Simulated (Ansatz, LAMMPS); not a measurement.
## Charge trapping in amorphous 29Ga2O3-71GeO2 (mol %) (86 atoms)

Does an extra electron or hole in amorphous 29Ga2O3-71GeO2 (mol %) (86 atoms) stay spread out, or do the atoms trap it?

Program: Ansatz 0.2.0. Level of theory: Kohn-Sham DFT, PBEsol, PAW (set soft_1), plane waves. Results are calculated unless marked as measured.

### 1. The structure

The cell holds 86 atoms: 14 Ga, 17 Ge and 55 O. Cell: a = 10.551 Å, b = 10.551 Å, c = 10.551 Å, α = 90.0°, β = 90.0°, γ = 90.0°. 86 atoms (14 Fe, 17 Ge, 55 O) placed at random at 4.17 g/cm³, melted at 5000 K for 10 ps at fixed volume with the Morse and Coulomb pair potential with partial charges (Pedone, Malavasi, Menziani, Cormack and Segre, J. Phys. Chem. B 110, 11780 (2006)). Quenched from 5000 K to 300 K at 100 K/ps and fixed volume, held 5 ps, then minimised at fixed cell. Then Fe was replaced by Ga and the cell scaled by 1.006 (the potential has no terms for the new elements, so the cell is a start for a DFT relaxation).

Limits known from the start: The quench rate of 100 K/ps is many orders above laboratory rates, so the cell is likely richer in defects and strain than a real sample. The starting topology of bonds comes from the classical model, and needn't be the one that DFT or experiment would give. The Brillouin zone is sampled at Γ only, in a cell whose shortest periodic width is 11 Å.

### 2. Single point at the start

A single point comes first, to see the forces before anything moves.

File input.yaml:

```yaml
crystal:
  lattice:
    - [10.55103, 0.0, 0.0]
    - [0.0, 10.55103, 0.0]
    - [0.0, 0.0, 10.55103]
  atoms:
    - { symbol: Ga, position: [0.82206, 0.96307, 0.75733] }
    - { symbol: Ga, position: [0.30508, 0.8303, 0.99679] }
    - { symbol: Ga, position: [0.06721, 0.62718, 0.8352] }
    - { symbol: Ga, position: [0.12274, 0.89979, 0.77976] }
    - { symbol: Ga, position: [0.0348, 0.96547, 0.04643] }
    - { symbol: Ga, position: [0.73424, 0.83162, 0.18809] }
    - { symbol: Ga, position: [0.63179, 0.83343, 0.46239] }
    - { symbol: Ga, position: [0.92518, 0.92477, 0.47452] }
    - { symbol: Ga, position: [0.01534, 0.6717, 0.12771] }
    - { symbol: Ga, position: [0.82445, 0.67872, 0.62421] }
    - { symbol: Ga, position: [0.16664, 0.15919, 0.33898] }
    - { symbol: Ga, position: [0.29596, 0.1099, 0.05591] }
    - { symbol: Ga, position: [0.39048, 0.98806, 0.54269] }
    - { symbol: Ga, position: [0.20097, 0.87611, 0.29776] }
    - { symbol: Ge, position: [0.02122, 0.32071, 0.8316] }
    - { symbol: Ge, position: [0.25805, 0.38018, 0.50144] }
    - { symbol: Ge, position: [0.10902, 0.67329, 0.53567] }
    - { symbol: Ge, position: [0.87844, 0.29214, 0.33711] }
    - { symbol: Ge, position: [0.78665, 0.28404, 0.64011] }
    - { symbol: Ge, position: [0.4311, 0.66662, 0.23344] }
    - { symbol: Ge, position: [0.50924, 0.99958, 0.82528] }
    - { symbol: Ge, position: [0.82094, 0.59527, 0.36149] }
    - { symbol: Ge, position: [0.62758, 0.34446, 0.97682] }
    - { symbol: Ge, position: [0.47788, 0.01193, 0.2475] }
    - { symbol: Ge, position: [0.3981, 0.34249, 0.21011] }
    - { symbol: Ge, position: [0.40132, 0.73506, 0.69662] }
    - { symbol: Ge, position: [0.74967, 0.09636, 0.11946] }
    - { symbol: Ge, position: [0.51704, 0.43062, 0.68808] }
    - { symbol: Ge, position: [0.10088, 0.10392, 0.60731] }
    - { symbol: Ge, position: [0.10244, 0.35744, 0.12811] }
    - { symbol: Ge, position: [0.7717, 0.62855, 0.9411] }
    - { symbol: O, position: [0.78322, 0.85418, 0.60198] }
    - { symbol: O, position: [0.17641, 0.52153, 0.50728] }
    - { symbol: O, position: [0.39283, 0.38393, 0.59122] }
    - { symbol: O, position: [0.10577, 0.82251, 0.14566] }
    - { symbol: O, position: [0.4372, 0.08194, 0.94553] }
    - { symbol: O, position: [0.87843, 0.35534, 0.75819] }
    - { symbol: O, position: [0.86738, 0.68464, 0.23327] }
    - { symbol: O, position: [0.71374, 0.74425, 0.03457] }
    - { symbol: O, position: [0.17564, 0.23929, 0.53553] }
    - { symbol: O, position: [0.71014, 0.6523, 0.46837] }
    - { symbol: O, position: [0.72062, 0.47974, 0.98756] }
    - { symbol: O, position: [0.48348, 0.06204, 0.67827] }
    - { symbol: O, position: [0.99763, 0.97178, 0.6463] }
    - { symbol: O, position: [0.17786, 0.75041, 0.88899] }
    - { symbol: O, position: [0.03165, 0.2967, 0.26827] }
    - { symbol: O, position: [0.96045, 0.91178, 0.8803] }
    - { symbol: O, position: [0.41442, 0.84997, 0.82176] }
    - { symbol: O, position: [0.424, 0.16617, 0.22723] }
    - { symbol: O, position: [0.7853, 0.12917, 0.68319] }
    - { symbol: O, position: [0.6212, 0.00144, 0.16343] }
    - { symbol: O, position: [0.31527, 0.73931, 0.32493] }
    - { symbol: O, position: [0.52523, 0.98222, 0.4002] }
    - { symbol: O, position: [0.011, 0.70066, 0.67994] }
    - { symbol: O, position: [0.54989, 0.35976, 0.83317] }
    - { symbol: O, position: [0.10696, 0.4578, 0.81002] }
    - { symbol: O, position: [0.48249, 0.81417, 0.57824] }
    - { symbol: O, position: [0.38404, 0.69391, 0.0794] }
    - { symbol: O, position: [0.51823, 0.34658, 0.09552] }
    - { symbol: O, position: [0.2856, 0.32532, 0.34615] }
    - { symbol: O, position: [0.94146, 0.61107, 0.47515] }
    - { symbol: O, position: [0.24711, 0.7293, 0.634] }
    - { symbol: O, position: [0.86651, 0.98258, 0.11146] }
    - { symbol: O, position: [0.07963, 0.80901, 0.43624] }
    - { symbol: O, position: [0.7166, 0.207, 0.0048] }
    - { symbol: O, position: [0.66262, 0.95649, 0.84562] }
    - { symbol: O, position: [0.79346, 0.18546, 0.25089] }
    - { symbol: O, position: [0.93898, 0.63313, 0.96448] }
    - { symbol: O, position: [0.22931, 0.00085, 0.64817] }
    - { symbol: O, position: [0.65808, 0.38285, 0.61477] }
    - { symbol: O, position: [0.47041, 0.58856, 0.716] }
    - { symbol: O, position: [0.03134, 0.07473, 0.43885] }
    - { symbol: O, position: [0.76279, 0.64027, 0.78033] }
    - { symbol: O, position: [0.27869, 0.01639, 0.39144] }
    - { symbol: O, position: [0.2575, 0.30371, 0.10499] }
    - { symbol: O, position: [0.42877, 0.50423, 0.25954] }
    - { symbol: O, position: [0.56939, 0.75275, 0.27132] }
    - { symbol: O, position: [0.78911, 0.8906, 0.35954] }
    - { symbol: O, position: [0.81864, 0.44323, 0.30949] }
    - { symbol: O, position: [0.35934, 0.94045, 0.15443] }
    - { symbol: O, position: [0.06836, 0.18616, 0.75223] }
    - { symbol: O, position: [0.09752, 0.51741, 0.14553] }
    - { symbol: O, position: [0.14029, 0.07972, 0.17386] }
    - { symbol: O, position: [0.19416, 0.99118, 0.94535] }
    - { symbol: O, position: [0.87152, 0.28419, 0.49912] }
    - { symbol: O, position: [0.02454, 0.30053, 0.99532] }
kpoints:
  mp_grid: { grid: [1, 1, 1] }
hamiltonian:
  xc: pbesol
  pseudopotentials: { kind: paw, azcp: { folder: soft_1 }, xc_functional: pbe }
scf:
  occupations: { method: fixed }
output:
  forces: true
```

Command:

```console
$ ansatz run input.yaml --threads 4 --pin off --max-ram 8192MiB --backend cpu --events-out ev --progress --plain --runs-dir out
```

Numbers of over 12 decimals in the logs are rounded to 6 here.

Log:

```text
[...]
Pseudopotentials: kind: paw
Pseudopotential: Ga, paw, valence charge 13, recommended cutoff 420 eV (normal), soft_1/Ga.paw.azcp
Pseudopotential: Ge, paw, valence charge 14, recommended cutoff 420 eV (normal), soft_1/Ge.paw.azcp
Pseudopotential: O, paw, valence charge 6, recommended cutoff 420 eV (normal), soft_1/O.paw.azcp
[... 3 lines on functional and potentials left out ...]
Crystal: 86 atoms, lattice volume = 1174.585 Å³
Basis set: ecut = 420 eV, 22983 PW (Γ), exchange–correlation on 144×144×144 points (8 copies of the dense FFT grid, shifted against one another)
Bands: 461, of which v1, the nominal top of the filled ones, is band 375 counted from 1 (374 counted from 0)
Symmetry: 1 space group operations
Space group: P1 (ITA 1), of the structure as read, at distance tolerance 1.1e-4 Å
k-points: 1
[... 10 lines on functional and potentials left out ...]
Initial density: superposition of atomic densities (chi_scale 0.1, normalization cell, long waves kept (reshape's long-wave potential 0.83 eV rms))
Initial wavefunctions: pseudopotential atomic-orbital guess
[...]
SCF iter   1: F=—  HF=-155576.937518 eV  |F-HF|=—  |Δ(HF+E_count)|=         —  Δρ=9.89e-2  dr2=7.28e1  ethr=3.10e-3  ⟨swp⟩=4.0  Hψ=1540  notcnv=0  defer=82
preconditioner: auto → Resta (q_TF=auto, 2.532 Å⁻¹)  ε∞=3.2  [insulator: Δε(μ)=0.970 eV  Ē_g=20.129 eV  n_scr=340 (ndim 8)  ℏωp=29.7 eV  f_vac=0.124  ε∞_Penn≈3.2]
[...]
SCF iter  13: F=—  HF=-155553.345871 eV  |F-HF|=—  |Δ(HF+E_count)|=   3.48e-6  Δρ=1.07e-5  dr2=1.18e-6  ethr=2.28e-10  ⟨swp⟩=2.0  Hψ=756  notcnv=0  defer=80
SCF iter  14: F=-155553.345871 eV  HF=-155553.345871 eV  |F-HF|=7.63e-8  |Δ(HF+E_count)|=   2.02e-7  Δρ=2.01e-6  dr2=5.69e-8  ethr=1.33e-11  ⟨swp⟩=3.0  Hψ=1690  notcnv=0
SCF 1 converged in 14 iterations: F = -155553.345871 eV  dr2 = 5.69e-8
[...]
SCF converged after 14 iterations
Free energy (F): -155553.345871 eV
Harris-Foulkes:  -155553.345871 eV  (|F-HF|=7.63e-8)
Internal energy: -155553.345871 eV  (E = F + TS)
E sigma→0 (E₀):  -155553.345871 eV
Fermi energy:    4.966990 eV
--- Per-component energies (eV) ---
[...]
Σ components = -155553.345871   (vs F -155553.345871, Δ=0.00e0)
--- Forces (eV/Å), atoms counted from 1 ---
  atom   1  Ga    -0.67572654     1.34317708    -0.15044319
  atom   2  Ga     0.59069542    -0.96370122     0.21062408
  atom   3  Ga    -0.25996712    -1.35013276    -0.10985167
  atom   4  Ga    -0.31054037     0.15969877     0.26486428
[...]
atom  86  O     -0.75855378    -1.21113437     0.48709661
  max |Σ_I F_I| component: 2.59e-5 eV/Å
```

The job ended after 13 s (4 threads of Intel Xeon Platinum 8488C (Sapphire Rapids), shared host; peak memory 1.8 GiB; 49 s of CPU time).

The column dr2 measures how far the density is from self-consistency, as an energy; F and HF (Harris–Foulkes) agree once it is small.

The r.m.s. force at the start is 0.79 eV/Å.

### 3. Relaxation

With the cell held, the atoms are moved downhill towards a nearby minimum.

File input.yaml:

```yaml
crystal:
  lattice:
    - [10.55103, 0.0, 0.0]
    - [0.0, 10.55103, 0.0]
    - [0.0, 0.0, 10.55103]
  atoms:
    [... the 86 atom lines of step 2 ...]
kpoints:
  mp_grid: { grid: [1, 1, 1] }
hamiltonian:
  xc: pbesol
  pseudopotentials: { kind: paw, azcp: { folder: soft_1 }, xc_functional: pbe }
scf:
  occupations: { method: fixed }
output:
  forces: true
relax:
  f_tol: 0.05
  max_steps: 120
```

Log:

```text
[...]
Crystal: 86 atoms, lattice volume = 1174.585 Å³
Basis set: ecut = 420 eV, 22983 PW (Γ), exchange–correlation on 144×144×144 points (8 copies of the dense FFT grid, shifted against one another)
Bands: 461, of which v1, the nominal top of the filled ones, is band 375 counted from 1 (374 counted from 0)
Symmetry: 1 space group operations
[...]
k-points: 1
[...]
SCF iter   1: F=—  HF=-155576.937518 eV  |F-HF|=—  |Δ(HF+E_count)|=         —  Δρ=9.89e-2  dr2=7.28e1  ethr=3.10e-3  ⟨swp⟩=4.0  Hψ=1540  notcnv=0  defer=82
[...]
SCF iter  10: F=—  HF=-155553.345823 eV  |F-HF|=—  |Δ(HF+E_count)|=   2.01e-4  Δρ=5.86e-5  dr2=4.31e-5  ethr=1.88e-8  ⟨swp⟩=2.0  Hψ=656  notcnv=0  defer=84
SCF iter  11: F=-155553.345859 eV  HF=-155553.345861 eV  |F-HF|=1.76e-6  |Δ(HF+E_count)|=   3.83e-5  Δρ=3.94e-5  dr2=1.76e-5  ethr=5.75e-9  ⟨swp⟩=4.0  Hψ=1350  notcnv=0
SCF 1 converged in 11 iterations: F = -155553.345859 eV  dr2 = 1.76e-5
[...]
relax step   1: F+E_penalty+E_count = -155553.34585939 eV  Δ(F+E_penalty+E_count) = +0.000e0 eV  max|allowed force component| = 2.291e0 eV/Å  Δτ_max = 0.0000 Å  (11 SCF iters, dr2 threshold 6.25e-5 eV, accepted)
[...]
relax step   2: F+E_penalty+E_count = -155556.39593347 eV  Δ(F+E_penalty+E_count) = -3.050e0 eV  max|allowed force component| = 1.155e0 eV/Å  Δτ_max = 0.1462 Å  (8 SCF iters, dr2 threshold 1.00e-4 eV, accepted)
[...]
relax step   3: F+E_penalty+E_count = -155557.84545150 eV  Δ(F+E_penalty+E_count) = -1.450e0 eV  max|allowed force component| = 5.987e-1 eV/Å  Δτ_max = 0.1739 Å  (8 SCF iters, dr2 threshold 8.34e-5 eV, accepted)
relax step   4: F+E_penalty+E_count = -155558.42692100 eV  Δ(F+E_penalty+E_count) = -5.815e-1 eV  max|allowed force component| = 2.848e-1 eV/Å  Δτ_max = 0.2000 Å  (8 SCF iters, dr2 threshold 9.11e-5 eV, accepted)
relax step   5: F+E_penalty+E_count = -155558.53290647 eV  Δ(F+E_penalty+E_count) = -1.060e-1 eV  max|allowed force component| = 1.102e0 eV/Å  Δτ_max = 0.2000 Å  (8 SCF iters, dr2 threshold 1.83e-5 eV, accepted)
relax step   6: F+E_penalty+E_count = -155558.56988842 eV  Δ(F+E_penalty+E_count) = -3.698e-2 eV  max|allowed force component| = 4.110e-1 eV/Å  Δτ_max = 0.2000 Å  (8 SCF iters, dr2 threshold 1.00e-4 eV, accepted)
relax step   7: F+E_penalty+E_count = -155558.72136450 eV  Δ(F+E_penalty+E_count) = -1.515e-1 eV  max|allowed force component| = 3.598e-1 eV/Å  Δτ_max = 0.2000 Å  (8 SCF iters, dr2 threshold 2.35e-5 eV, accepted)
relax step   8: F+E_penalty+E_count = -155558.88195844 eV  Δ(F+E_penalty+E_count) = -1.606e-1 eV  max|allowed force component| = 3.098e-1 eV/Å  Δτ_max = 0.2000 Å  (8 SCF iters, dr2 threshold 1.80e-5 eV, accepted)
relax step   9: F+E_penalty+E_count = -155559.01366902 eV  Δ(F+E_penalty+E_count) = -1.317e-1 eV  max|allowed force component| = 2.200e-1 eV/Å  Δτ_max = 0.1968 Å  (7 SCF iters, dr2 threshold 7.12e-5 eV, accepted)
relax step  10: F+E_penalty+E_count = -155559.08981162 eV  Δ(F+E_penalty+E_count) = -7.614e-2 eV  max|allowed force component| = 9.209e-2 eV/Å  Δτ_max = 0.2000 Å  (7 SCF iters, dr2 threshold 2.44e-5 eV, accepted)
relax step  11: F+E_penalty+E_count = -155559.10619767 eV  Δ(F+E_penalty+E_count) = -1.639e-2 eV  max|allowed force component| = 1.400e-1 eV/Å  Δτ_max = 0.1256 Å  (10 SCF iters, accepted)
relax step  12: F+E_penalty+E_count = -155559.11366117 eV  Δ(F+E_penalty+E_count) = -7.464e-3 eV  max|allowed force component| = 9.265e-2 eV/Å  Δτ_max = 0.0288 Å  (7 SCF iters, dr2 threshold 3.44e-6 eV, accepted)
relax step  13: F+E_penalty+E_count = -155559.11752196 eV  Δ(F+E_penalty+E_count) = -3.861e-3 eV  max|allowed force component| = 9.035e-2 eV/Å  Δτ_max = 0.1584 Å  (7 SCF iters, dr2 threshold 3.76e-6 eV, accepted)
relax step  14: F+E_penalty+E_count = -155559.11411984 eV  Δ(F+E_penalty+E_count) = +3.402e-3 eV  max|allowed force component| = 9.667e-2 eV/Å  Δτ_max = 0.0767 Å  (7 SCF iters, dr2 threshold 3.57e-6 eV, rejected (line search))
[...]
relax step  15: F+E_penalty+E_count = -155559.12155339 eV  Δ(F+E_penalty+E_count) = -4.031e-3 eV  max|allowed force component| = 2.995e-2 eV/Å  Δτ_max = 0.0376 Å  (9 SCF iters, accepted)
SCF converged after 9 iterations
Free energy (F): -155559.121553 eV
[...]
Internal energy: -155559.121553 eV  (E = F + TS)
E sigma→0 (E₀):  -155559.121553 eV
Fermi energy:    4.735908 eV
[...]
Σ components = -155559.121553   (vs F -155559.121553, Δ=0.00e0)
--- Forces (eV/Å), atoms counted from 1 ---
  atom   1  Ga    -0.00917764    -0.00286889     0.00998681
  atom   2  Ga    -0.00086523     0.00696639     0.01344535
  atom   3  Ga    -0.00141583     0.00322605     0.01084969
  atom   4  Ga    -0.00038508     0.00291425     0.01884807
[...]
atom  86  O      0.00027012     0.00181641     0.00036249
  max |Σ_I F_I| component: 7.82e-5 eV/Å
--- Relaxed structure (15 steps of the walk, 14 accepted, 0 SCFs on fresh bases) ---
  F+E_penalty+E_count = -155559.12155339 eV   max|allowed force component| = 2.995e-2 eV/Å
  atoms:
    - { symbol: Ga, position: [0.761536, 0.998588, 0.690623] }
    - { symbol: Ga, position: [0.325086, 0.795641, 0.976077] }
    - { symbol: Ga, position: [0.065866, 0.624589, 0.837125] }
    - { symbol: Ga, position: [0.133357, 0.912125, 0.817950] }
[...]
- { symbol: O, position: [0.00909607, 0.304667, 1.001411] }
```

Wall time 2 min (4 threads); peak memory 1.8 GiB; 7.4 min of CPU time.

The relaxation converged after 15 steps, 5.78 eV below its start, with a largest force component of 0.030 eV/Å.

[end of part 1 of 5]

[Logs are printed without paths, hosts, clocks, repeated set-up lines and the standing remarks that a program may print on its own settings, such as how far it seeks lower states.]

[Hosts, paths, dates, database ids (printed as entryN), source tags and the programs' standing remarks are cut or masked in the printed files.]
